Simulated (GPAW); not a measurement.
# O K ELNES/XANES of NbFeO4 (I-4m2) from DFT, part 2 of 3

How do site, polarisation and core hole shape the O K edge of NbFeO4 (I-4m2)?

GPAW 26.7.0; X-ray absorption from dipole matrix elements to empty bands, plane-wave PAW LDA+U.

So far. Step 4 (Spectrum without a core hole, O atom 5): Main maxima below 24 eV (height): 2.4 eV (2.67), 6.2 eV (2.07), 9.1 eV (1.22), 13.7 eV (1.49) and 21.2 eV (0.83). 

## 6. Spectrum with FCH, O atom 3

The holes are 5.5 Å apart. In GPAW the data set carries the hole's charge, so charge=0 means a charged cell and charge=-1 a neutral one. The excited electron is left out and a uniform background balances the charge. After the field has converged, empty bands are computed with the density fixed and the dipole matrix elements are summed.

Input file xas.py:

```python
import numpy as np
from ase import Atoms
from ase.parallel import parprint, paropen
from gpaw import GPAW, PW, FermiDirac, Mixer, MixerDif, setup_paths
from gpaw.test import gen
setup_paths.insert(0, '.')
gen('O', name='fch1s', xcname='LDA', corehole=(1, 0, 1), write_xml=True)
from gpaw.mpi import world
world.barrier()

atoms = Atoms('Nb2Fe2O8',
    cell=[[3.91702196, -3.91702196, 0],
     [3.91702196, 3.91702196, 0],
     [-1.95851098, 1.95851098, 5.03653014]],
    scaled_positions=[[0.5, 0.25, 0.5],
     [0, 0.75, 0.5],
     [0, 0, 0],
     [0.5, 0.5, 0],
     [0.299371, 0.25, 0.098742],
     [0.799371, 0.75, 0.098742],
     [0.700629, 0.25, 0.901258],
     [0.200629, 0.75, 0.901258],
     [0.20996175, 0, 0.4199235],
     [0.70996175, 0.5, 0.4199235],
     [0.79003825, 0, 0.5800765],
     [0.29003825, 0.5, 0.5800765]],
    magmoms=[0.0, 0.0, 4.0, 4.0, 0.0, 0.0, 0.0, 0.0, 0.0, 0.0, 0.0, 0.0],
    pbc=True)
atoms.calc = calc = GPAW(legacy_gpaw=True, mode=PW(500, force_complex_dtype=True), xc='LDA', setups={'Fe': ':d,5.3', 4: 'fch1s'},
    kpts={'size': (3, 2, 3), 'gamma': True}, occupations=FermiDirac(0.02),
    charge=0, mixer=MixerDif(0.05, 8, 50), maxiter=150,
    convergence={'density': 0.0001, 'eigenstates': 1e-6}, txt='scf.txt')
energy = atoms.get_potential_energy() + calc.get_reference_energy()
ef = calc.get_fermi_level()
out = dict(energy=energy, fermi=ef, forces=atoms.get_forces().tolist(), magmoms=atoms.get_magnetic_moments().tolist())
parprint(f'all-electron energy {energy:.4f} eV, Fermi level {ef:.4f} eV')
ev = np.array([[calc.get_eigenvalues(k, s) for k in range(len(calc.get_ibz_k_points()))] for s in range(calc.get_number_of_spins())])
out['homo'], out['lumo'], out['counts'] = ev[ev < ef].max(), ev[ev > ef].min(), sorted(set((ev < ef).sum((0, 2)).tolist()))
out['filled'] = (ev[:, 0] < ef).sum(1).tolist()

from ase.units import Ha
from gpaw.xas import dipole_matrix_elements
nb = int(calc.get_number_of_electrons() / 2) + 115
top, nb = nb, nb + 8 + nb // 12
nscf = calc.fixed_density(kpts={'size': (3, 3, 3), 'gamma': True}, nbands=nb,
    convergence={'bands': top, 'eigenstates': 5e-3}, maxiter=60, txt='nscf.txt')
cell = atoms.cell.array
ops = [cell.T @ U.T @ np.linalg.inv(cell.T) for U in nscf.wfs.kd.symmetry.op_scc]
filled = [50, 40]  # bands filled in the ground state, by spin
E = np.arange(-6, 34, 0.1)
fwhm = np.interp(E, [4, 25], [0.9, 3.5])
Y, X, zero, highest = 0, 0, 1e9, 1e9
for spin in range(nscf.get_number_of_spins()):
    wfs = nscf.wfs
    mine = wfs.bd.get_slice()  # this rank's bands
    A = dipole_matrix_elements(wfs.setups[4])
    eps = np.zeros((wfs.kd.nibzkpts, nb))
    d = np.zeros((3, A.shape[1], wfs.kd.nibzkpts, nb), complex)
    for kpt in wfs.kpt_u:
        if kpt.s == spin and 4 in kpt.P_ani:
            eps[kpt.k, mine] = kpt.eps_n * Ha
            d[:, :, kpt.k, mine] = (kpt.weight * wfs.nspins / 2) ** 0.5 * np.inner(A, kpt.P_ani[4])
    world.sum(eps)
    world.sum(d)
    T = np.einsum('amkn,bmkn->abkn', d, d.conj()).real
    T = sum(np.einsum('ai,ijkn,bj->abkn', R, T, R) for R in ops) / len(ops)
    empty = np.ones_like(eps, bool) & (np.arange(nb) >= filled[spin])
    zero, highest = min(zero, eps[empty].min()), min(highest, eps[:, top - 1].min())
    lines = [(eps, T, empty)] if spin == 0 else lines + [(eps, T, empty)]
for eps, T, empty in lines:
    f = np.einsum('aakn->akn', T).reshape(3, -1)
    x = eps.ravel() - zero
    w = np.interp(x, E, fwhm) / 2.35482
    g = np.exp(-0.5 * ((E[:, None] - x) / w) ** 2) / (w * (2 * np.pi) ** 0.5)
    Y = Y + (f * empty.ravel()) @ g.T
    X = X + (f * ~empty.ravel()) @ g.T
out.update(E=E.round(2).tolist(), xas=Y.tolist(), xes=X.tolist(), zero=zero, valid=highest - zero, nk=len(eps), nb=nb)
for i in range(0, len(E), 10):
    parprint(f'{E[i]:7.2f}', *(f'{v:10.3e}' for v in Y[:, i]))
import json
with paropen('out.json', 'w') as f:
    json.dump(out, f)
```

Run with:

```bash
$ OMP_NUM_THREADS=1 mpirun -n 4 gpaw python xas.py
```

The job ended after 79 s (4 MPI ranks of Intel Xeon 6975P-C (Granite Rapids), shared host; peak memory 0.54 GiB; 5.3 min of CPU time).

The O K spectrum, O atom 3, full core hole (charged cell) (energy from the lowest empty level; intensity scaled to a mean of 1 over the first 20 eV; polarised curves are means over the symmetry-equivalent atoms):

| E (eV) | isotropic | ε ⊥ c | ε ∥ c |
| --- | --- | --- | --- |
| -2.0 | 0.00 | 0.00 | 0.00 |
| -1.5 | 0.00 | 0.00 | 0.00 |
| -1.0 | 0.00 | 0.00 | 0.00 |
| -0.5 | 0.00 | 0.00 | 0.00 |
| 0.0 | 0.03 | 0.03 | 0.01 |
| 0.5 | 0.35 | 0.45 | 0.17 |
| 1.0 | 1.25 | 1.67 | 0.43 |
| 1.5 | 1.65 | 2.27 | 0.41 |
| 2.0 | 1.30 | 1.73 | 0.45 |
| 2.5 | 0.81 | 1.01 | 0.39 |
| 3.0 | 0.33 | 0.39 | 0.22 |
| 3.5 | 0.09 | 0.10 | 0.07 |
| 4.0 | 0.10 | 0.04 | 0.22 |
| 4.5 | 0.49 | 0.11 | 1.26 |
| 5.0 | 1.15 | 0.25 | 2.95 |
| 5.5 | 1.34 | 0.39 | 3.24 |
| 6.0 | 1.07 | 0.57 | 2.07 |
| 6.5 | 0.97 | 0.77 | 1.37 |
| 7.0 | 1.15 | 0.99 | 1.48 |
| 7.5 | 1.36 | 1.13 | 1.82 |
| 8.0 | 1.46 | 1.22 | 1.94 |
| 8.5 | 1.65 | 1.56 | 1.84 |
| 9.0 | 1.85 | 2.00 | 1.54 |
| 9.5 | 1.77 | 2.11 | 1.09 |
| 10.0 | 1.47 | 1.86 | 0.71 |
| 10.5 | 1.23 | 1.56 | 0.56 |
| 11.0 | 1.14 | 1.41 | 0.59 |
| 11.5 | 1.15 | 1.36 | 0.75 |
| 12.0 | 1.20 | 1.32 | 0.97 |
| 12.5 | 1.23 | 1.26 | 1.16 |
| 13.0 | 1.23 | 1.22 | 1.25 |
| 13.5 | 1.19 | 1.16 | 1.23 |
| 14.0 | 1.10 | 1.08 | 1.16 |
| 14.5 | 1.00 | 0.97 | 1.06 |
| 15.0 | 0.90 | 0.87 | 0.96 |
| 15.5 | 0.80 | 0.77 | 0.86 |
| 16.0 | 0.72 | 0.70 | 0.75 |
| 16.5 | 0.66 | 0.67 | 0.64 |
| 17.0 | 0.64 | 0.68 | 0.56 |
| 17.5 | 0.66 | 0.72 | 0.53 |
| 18.0 | 0.69 | 0.76 | 0.54 |
| 18.5 | 0.73 | 0.80 | 0.59 |
| 19.0 | 0.77 | 0.83 | 0.65 |
| 19.5 | 0.81 | 0.85 | 0.71 |
| 20.0 | 0.84 | 0.88 | 0.75 |
| 20.5 | 0.85 | 0.89 | 0.77 |
| 21.0 | 0.84 | 0.87 | 0.77 |
| 21.5 | 0.81 | 0.84 | 0.75 |
| 22.0 | 0.77 | 0.79 | 0.71 |
| 22.5 | 0.71 | 0.74 | 0.67 |
| 23.0 | 0.66 | 0.68 | 0.62 |
| 23.5 | 0.62 | 0.64 | 0.59 |
| 24.0 | 0.59 | 0.60 | 0.57 |
| 24.5 | 0.58 | 0.58 | 0.58 |
| 25.0 | 0.59 | 0.58 | 0.61 |
| 25.5 | 0.62 | 0.58 | 0.68 |
| 26.0 | 0.66 | 0.61 | 0.76 |
| 26.5 | 0.71 | 0.64 | 0.86 |
| 27.0 | 0.77 | 0.68 | 0.94 |
| 27.5 | 0.82 | 0.73 | 1.00 |
| 28.0 | 0.87 | 0.79 | 1.03 |
| 28.5 | 0.91 | 0.85 | 1.04 |
| 29.0 | 0.95 | 0.91 | 1.04 |
| 29.5 | 0.99 | 0.96 | 1.05 |
| 30.0 | 1.04 | 1.02 | 1.07 |
| 30.5 | 1.08 | 1.06 | 1.12 |
| 31.0 | 1.12 | 1.09 | 1.18 |
| 31.5 | 1.14 | 1.10 | 1.23 |
| 32.0 | 1.14 | 1.09 | 1.26 |

Main maxima below 24 eV (height): 1.4 eV (1.66), 5.4 eV (1.36), 9.1 eV (1.86), 12.7 eV (1.23) and 20.6 eV (0.85). 

The hole costs E(hole) − E(ground) = 519.11 eV, and the lowest empty level of the hole cell on the spectrum's mesh lies at 5.02 eV, which puts the zero at 524.13 eV.

## 7. Spectrum with FCH, O atom 5

The holes are 5.5 Å apart. The excited electron is left out and a uniform background balances the charge. After the field has converged, empty bands are computed with the density fixed and the dipole matrix elements are summed.

xas.py, as its differences from that of step 6:

```diff
@@ -28,3 +28,3 @@
     pbc=True)
-atoms.calc = calc = GPAW(legacy_gpaw=True, mode=PW(500, force_complex_dtype=True), xc='LDA', setups={'Fe': ':d,5.3', 4: 'fch1s'},
+atoms.calc = calc = GPAW(legacy_gpaw=True, mode=PW(500, force_complex_dtype=True), xc='LDA', setups={'Fe': ':d,5.3', 8: 'fch1s'},
     kpts={'size': (3, 2, 3), 'gamma': True}, occupations=FermiDirac(0.02),
@@ -55,3 +55,3 @@
     mine = wfs.bd.get_slice()  # this rank's bands
-    A = dipole_matrix_elements(wfs.setups[4])
+    A = dipole_matrix_elements(wfs.setups[8])
     eps = np.zeros((wfs.kd.nibzkpts, nb))
@@ -59,5 +59,5 @@
     for kpt in wfs.kpt_u:
-        if kpt.s == spin and 4 in kpt.P_ani:
+        if kpt.s == spin and 8 in kpt.P_ani:
             eps[kpt.k, mine] = kpt.eps_n * Ha
-            d[:, :, kpt.k, mine] = (kpt.weight * wfs.nspins / 2) ** 0.5 * np.inner(A, kpt.P_ani[4])
+            d[:, :, kpt.k, mine] = (kpt.weight * wfs.nspins / 2) ** 0.5 * np.inner(A, kpt.P_ani[8])
     world.sum(eps)
```

Run time: 56 s. Hardware: 4 MPI ranks; peak memory 0.42 GiB; 3.7 min of CPU time.

The O K spectrum, O atom 5, full core hole (charged cell) (energy from the lowest empty level; intensity scaled to a mean of 1 over the first 20 eV; polarised curves are means over the symmetry-equivalent atoms):

| E (eV) | isotropic | ε ⊥ c | ε ∥ c |
| --- | --- | --- | --- |
| -2.0 | 0.00 | 0.00 | 0.00 |
| -1.5 | 0.00 | 0.00 | 0.00 |
| -1.0 | 0.00 | 0.00 | 0.00 |
| -0.5 | 0.00 | 0.00 | 0.00 |
| 0.0 | 0.01 | 0.02 | 0.00 |
| 0.5 | 0.20 | 0.27 | 0.05 |
| 1.0 | 0.83 | 1.00 | 0.49 |
| 1.5 | 1.48 | 1.38 | 1.69 |
| 2.0 | 1.85 | 1.63 | 2.28 |
| 2.5 | 1.37 | 1.45 | 1.21 |
| 3.0 | 0.56 | 0.68 | 0.31 |
| 3.5 | 0.20 | 0.24 | 0.13 |
| 4.0 | 0.24 | 0.18 | 0.36 |
| 4.5 | 0.86 | 0.87 | 0.83 |
| 5.0 | 1.69 | 1.85 | 1.36 |
| 5.5 | 2.01 | 2.15 | 1.73 |
| 6.0 | 2.02 | 2.18 | 1.69 |
| 6.5 | 1.32 | 1.43 | 1.10 |
| 7.0 | 0.76 | 0.76 | 0.75 |
| 7.5 | 0.79 | 0.76 | 0.84 |
| 8.0 | 1.01 | 0.96 | 1.12 |
| 8.5 | 1.20 | 1.05 | 1.51 |
| 9.0 | 1.30 | 1.06 | 1.79 |
| 9.5 | 1.26 | 1.02 | 1.73 |
| 10.0 | 1.14 | 0.96 | 1.49 |
| 10.5 | 1.04 | 0.90 | 1.30 |
| 11.0 | 1.00 | 0.88 | 1.24 |
| 11.5 | 1.06 | 0.97 | 1.23 |
| 12.0 | 1.20 | 1.18 | 1.24 |
| 12.5 | 1.39 | 1.46 | 1.24 |
| 13.0 | 1.53 | 1.69 | 1.19 |
| 13.5 | 1.51 | 1.72 | 1.09 |
| 14.0 | 1.32 | 1.51 | 0.93 |
| 14.5 | 1.04 | 1.19 | 0.76 |
| 15.0 | 0.81 | 0.90 | 0.63 |
| 15.5 | 0.65 | 0.70 | 0.56 |
| 16.0 | 0.55 | 0.56 | 0.52 |
| 16.5 | 0.49 | 0.49 | 0.49 |
| 17.0 | 0.47 | 0.46 | 0.49 |
| 17.5 | 0.50 | 0.50 | 0.52 |
| 18.0 | 0.57 | 0.57 | 0.57 |
| 18.5 | 0.66 | 0.67 | 0.63 |
| 19.0 | 0.75 | 0.77 | 0.70 |
| 19.5 | 0.83 | 0.86 | 0.77 |
| 20.0 | 0.90 | 0.93 | 0.85 |
| 20.5 | 0.94 | 0.95 | 0.92 |
| 21.0 | 0.96 | 0.94 | 0.99 |
| 21.5 | 0.94 | 0.90 | 1.03 |
| 22.0 | 0.90 | 0.84 | 1.04 |
| 22.5 | 0.85 | 0.77 | 1.01 |
| 23.0 | 0.79 | 0.70 | 0.97 |
| 23.5 | 0.74 | 0.64 | 0.93 |
| 24.0 | 0.70 | 0.60 | 0.89 |
| 24.5 | 0.67 | 0.58 | 0.86 |
| 25.0 | 0.66 | 0.58 | 0.84 |
| 25.5 | 0.67 | 0.58 | 0.84 |
| 26.0 | 0.68 | 0.59 | 0.86 |
| 26.5 | 0.71 | 0.61 | 0.90 |
| 27.0 | 0.74 | 0.63 | 0.95 |
| 27.5 | 0.78 | 0.66 | 1.00 |
| 28.0 | 0.82 | 0.71 | 1.05 |
| 28.5 | 0.87 | 0.77 | 1.08 |
| 29.0 | 0.92 | 0.83 | 1.09 |
| 29.5 | 0.96 | 0.91 | 1.07 |
| 30.0 | 1.00 | 0.98 | 1.04 |
| 30.5 | 1.03 | 1.04 | 0.99 |
| 31.0 | 1.04 | 1.10 | 0.93 |
| 31.5 | 1.05 | 1.14 | 0.86 |
| 32.0 | 1.04 | 1.17 | 0.80 |

Main maxima below 24 eV (height): 2.0 eV (1.85), 5.8 eV (2.09), 9.1 eV (1.30), 13.2 eV (1.54) and 21.0 eV (0.96). 

The hole costs E(hole) − E(ground) = 519.75 eV, and the lowest empty level of the hole cell on the spectrum's mesh lies at 4.82 eV, which puts the zero at 524.57 eV.

## 8. Excitation energy, O atom 3

With the excited electron kept in the cell the system stays neutral, and the energy difference is an excitation energy by itself. In a small cell that electron takes up a good share of the lowest empty band, or all of one, which shifts the value from the true onset.

Changed against the first core-hole run: core hole to XCH, with the smearing that suits a partly filled band.

Input file scf.py:

```python
import numpy as np
from ase import Atoms
from ase.parallel import parprint, paropen
from gpaw import GPAW, PW, FermiDirac, Mixer, MixerDif, setup_paths
from gpaw.test import gen
setup_paths.insert(0, '.')
gen('O', name='fch1s', xcname='LDA', corehole=(1, 0, 1), write_xml=True)
from gpaw.mpi import world
world.barrier()

atoms = Atoms('Nb2Fe2O8',
    cell=[[3.91702196, -3.91702196, 0],
     [3.91702196, 3.91702196, 0],
     [-1.95851098, 1.95851098, 5.03653014]],
    scaled_positions=[[0.5, 0.25, 0.5],
     [0, 0.75, 0.5],
     [0, 0, 0],
     [0.5, 0.5, 0],
     [0.299371, 0.25, 0.098742],
     [0.799371, 0.75, 0.098742],
     [0.700629, 0.25, 0.901258],
     [0.200629, 0.75, 0.901258],
     [0.20996175, 0, 0.4199235],
     [0.70996175, 0.5, 0.4199235],
     [0.79003825, 0, 0.5800765],
     [0.29003825, 0.5, 0.5800765]],
    magmoms=[0.0, 0.0, 4.0, 4.0, 0.0, 0.0, 0.0, 0.0, 0.0, 0.0, 0.0, 0.0],
    pbc=True)
atoms.calc = calc = GPAW(legacy_gpaw=True, mode=PW(500, force_complex_dtype=True), xc='LDA', setups={'Fe': ':d,5.3', 4: 'fch1s'},
    kpts={'size': (3, 2, 3), 'gamma': True}, occupations=FermiDirac(0.04),
    charge=-1, mixer=MixerDif(0.05, 8, 50), maxiter=150,
    convergence={'density': 0.0001, 'eigenstates': 1e-6}, txt='scf.txt')
energy = atoms.get_potential_energy() + calc.get_reference_energy()
ef = calc.get_fermi_level()
out = dict(energy=energy, fermi=ef, forces=atoms.get_forces().tolist(), magmoms=atoms.get_magnetic_moments().tolist())
parprint(f'all-electron energy {energy:.4f} eV, Fermi level {ef:.4f} eV')
ev = np.array([[calc.get_eigenvalues(k, s) for k in range(len(calc.get_ibz_k_points()))] for s in range(calc.get_number_of_spins())])
out['homo'], out['lumo'], out['counts'] = ev[ev < ef].max(), ev[ev > ef].min(), sorted(set((ev < ef).sum((0, 2)).tolist()))
out['filled'] = (ev[:, 0] < ef).sum(1).tolist()
import json
with paropen('out.json', 'w') as f:
    json.dump(out, f)
```

Run with:

```bash
$ OMP_NUM_THREADS=1 mpirun -n 4 gpaw python scf.py
```

Wall time 70 s (4 MPI ranks); peak memory 0.28 GiB.

The total-energy difference is 524.60 eV.

## 9. Reference energy of the cell

The cell and mesh change for the next run, so it gets a reference energy of its own.

Input file scf.py:

```python
import numpy as np
from ase import Atoms
from ase.parallel import parprint, paropen
from gpaw import GPAW, PW, FermiDirac, Mixer, MixerDif, setup_paths
from gpaw.test import gen
setup_paths.insert(0, '.')
gen('O', name='nch1s', xcname='LDA', corehole=(1, 0, 0), write_xml=True)
from gpaw.mpi import world
world.barrier()

atoms = Atoms('NbFeO4',
    cell=[[0, -3.91702196, 0],
     [-3.91702196, 0, 0],
     [1.95851098, -1.95851098, -5.03653014]],
    scaled_positions=[[0.25, 0.25, 0.5],
     [0, 0, 0],
     [0.049371, 0.450629, 0.901258],
     [0.450629, 0.049371, 0.098742],
     [0.20996175, 0.79003825, 0.5800765],
     [0.79003825, 0.20996175, 0.4199235]],
    magmoms=[0.0, 4.0, 0.0, 0.0, 0.0, 0.0],
    pbc=True)
atoms.calc = calc = GPAW(legacy_gpaw=True, mode=PW(500, force_complex_dtype=True), xc='LDA', setups={'Fe': ':d,5.3', 2: 'nch1s'},
    kpts={'size': (3, 3, 3), 'gamma': True}, occupations=FermiDirac(0.02),
    charge=0, mixer=MixerDif(0.05, 8, 50), maxiter=150,
    convergence={'density': 0.0001, 'eigenstates': 1e-6}, txt='scf.txt')
energy = atoms.get_potential_energy() + calc.get_reference_energy()
ef = calc.get_fermi_level()
out = dict(energy=energy, fermi=ef, forces=atoms.get_forces().tolist(), magmoms=atoms.get_magnetic_moments().tolist())
parprint(f'all-electron energy {energy:.4f} eV, Fermi level {ef:.4f} eV')
ev = np.array([[calc.get_eigenvalues(k, s) for k in range(len(calc.get_ibz_k_points()))] for s in range(calc.get_number_of_spins())])
out['homo'], out['lumo'], out['counts'] = ev[ev < ef].max(), ev[ev > ef].min(), sorted(set((ev < ef).sum((0, 2)).tolist()))
out['filled'] = (ev[:, 0] < ef).sum(1).tolist()
import json
with paropen('out.json', 'w') as f:
    json.dump(out, f)
```

Elapsed: 12 s, on 4 MPI ranks; peak memory 0.33 GiB.

## 10. Spectrum with FCH, O atom 3

A smaller cell brings the holes closer; here they are 3.9 Å apart.

Changed against the first core-hole run: supercell atoms from 12 to 6; the field's mesh follows (3×2×3 to 3×3×3).

xas.py, as its differences from that of step 7:

```diff
@@ -10,22 +10,16 @@
 
-atoms = Atoms('Nb2Fe2O8',
-    cell=[[3.91702196, -3.91702196, 0],
-     [3.91702196, 3.91702196, 0],
-     [-1.95851098, 1.95851098, 5.03653014]],
-    scaled_positions=[[0.5, 0.25, 0.5],
-     [0, 0.75, 0.5],
+atoms = Atoms('NbFeO4',
+    cell=[[0, -3.91702196, 0],
+     [-3.91702196, 0, 0],
+     [1.95851098, -1.95851098, -5.03653014]],
+    scaled_positions=[[0.25, 0.25, 0.5],
      [0, 0, 0],
-     [0.5, 0.5, 0],
-     [0.299371, 0.25, 0.098742],
-     [0.799371, 0.75, 0.098742],
-     [0.700629, 0.25, 0.901258],
-     [0.200629, 0.75, 0.901258],
-     [0.20996175, 0, 0.4199235],
-     [0.70996175, 0.5, 0.4199235],
-     [0.79003825, 0, 0.5800765],
-     [0.29003825, 0.5, 0.5800765]],
-    magmoms=[0.0, 0.0, 4.0, 4.0, 0.0, 0.0, 0.0, 0.0, 0.0, 0.0, 0.0, 0.0],
+     [0.049371, 0.450629, 0.901258],
+     [0.450629, 0.049371, 0.098742],
+     [0.20996175, 0.79003825, 0.5800765],
+     [0.79003825, 0.20996175, 0.4199235]],
+    magmoms=[0.0, 4.0, 0.0, 0.0, 0.0, 0.0],
     pbc=True)
-atoms.calc = calc = GPAW(legacy_gpaw=True, mode=PW(500, force_complex_dtype=True), xc='LDA', setups={'Fe': ':d,5.3', 8: 'fch1s'},
-    kpts={'size': (3, 2, 3), 'gamma': True}, occupations=FermiDirac(0.02),
+atoms.calc = calc = GPAW(legacy_gpaw=True, mode=PW(500, force_complex_dtype=True), xc='LDA', setups={'Fe': ':d,5.3', 2: 'fch1s'},
+    kpts={'size': (3, 3, 3), 'gamma': True}, occupations=FermiDirac(0.02),
     charge=0, mixer=MixerDif(0.05, 8, 50), maxiter=150,
@@ -42,5 +36,5 @@
 from gpaw.xas import dipole_matrix_elements
-nb = int(calc.get_number_of_electrons() / 2) + 115
+nb = int(calc.get_number_of_electrons() / 2) + 59
 top, nb = nb, nb + 8 + nb // 12
-nscf = calc.fixed_density(kpts={'size': (3, 3, 3), 'gamma': True}, nbands=nb,
+nscf = calc.fixed_density(kpts={'size': (4, 4, 4), 'gamma': True}, nbands=nb,
     convergence={'bands': top, 'eigenstates': 5e-3}, maxiter=60, txt='nscf.txt')
@@ -48,3 +42,3 @@
 ops = [cell.T @ U.T @ np.linalg.inv(cell.T) for U in nscf.wfs.kd.symmetry.op_scc]
-filled = [50, 40]  # bands filled in the ground state, by spin
+filled = [25, 20]  # bands filled in the ground state, by spin
 E = np.arange(-6, 34, 0.1)
@@ -55,3 +49,3 @@
     mine = wfs.bd.get_slice()  # this rank's bands
-    A = dipole_matrix_elements(wfs.setups[8])
+    A = dipole_matrix_elements(wfs.setups[2])
     eps = np.zeros((wfs.kd.nibzkpts, nb))
@@ -59,5 +53,5 @@
     for kpt in wfs.kpt_u:
-        if kpt.s == spin and 8 in kpt.P_ani:
+        if kpt.s == spin and 2 in kpt.P_ani:
             eps[kpt.k, mine] = kpt.eps_n * Ha
-            d[:, :, kpt.k, mine] = (kpt.weight * wfs.nspins / 2) ** 0.5 * np.inner(A, kpt.P_ani[8])
+            d[:, :, kpt.k, mine] = (kpt.weight * wfs.nspins / 2) ** 0.5 * np.inner(A, kpt.P_ani[2])
     world.sum(eps)
```

Run with:

```bash
$ OMP_NUM_THREADS=1 mpirun -n 4 gpaw python xas.py
```

It took 29 s on 4 MPI ranks; peak memory 0.44 GiB; 1.9 min of CPU time.

These settings depart from the first run's and aren't meant as converged.

The scaled spectrum changes by 11 % r.m.s. Another feature, at 1.6 eV (1.84), becomes the highest below 16 eV; the one at 9.1 eV (1.86) is now at 9.1 eV (1.72).

| E (eV) | first run | this run |
| --- | --- | --- |
| -2.0 | 0.00 | 0.00 |
| -0.5 | 0.00 | 0.00 |
| 1.0 | 1.25 | 1.26 |
| 2.5 | 0.81 | 0.76 |
| 4.0 | 0.10 | 0.08 |
| 5.5 | 1.34 | 1.44 |
| 7.0 | 1.15 | 0.84 |
| 8.5 | 1.65 | 1.57 |
| 10.0 | 1.47 | 1.44 |
| 11.5 | 1.15 | 1.39 |
| 13.0 | 1.23 | 1.29 |
| 14.5 | 1.00 | 1.01 |
| 16.0 | 0.72 | 0.75 |
| 17.5 | 0.66 | 0.65 |
| 19.0 | 0.77 | 0.75 |
| 20.5 | 0.85 | 0.82 |
| 22.0 | 0.77 | 0.78 |
| 23.5 | 0.62 | 0.63 |
| 25.0 | 0.59 | 0.56 |
| 26.5 | 0.71 | 0.67 |
| 28.0 | 0.87 | 0.84 |
| 29.5 | 0.99 | 1.01 |
| 31.0 | 1.12 | 1.16 |

(Part 2 of 3 ends here.)

[Logs are printed without paths, hosts, clocks, repeated set-up lines and the standing remarks that a program may print on its own settings, such as how far it seeks lower states.]

[Hosts, paths, dates, database ids (printed as entryN), source tags and the programs' standing remarks are cut or masked in the printed files.]

[Lists of maxima count a maximum above −3 eV only where it reaches 4 % of the highest in the window and stands out from its surroundings by 2 % of it (1.5 % where it reaches 55 %); shoulders and weaker maxima are passed over, and of the rest the first, up to two pre-edge ones and the few strongest are named.]
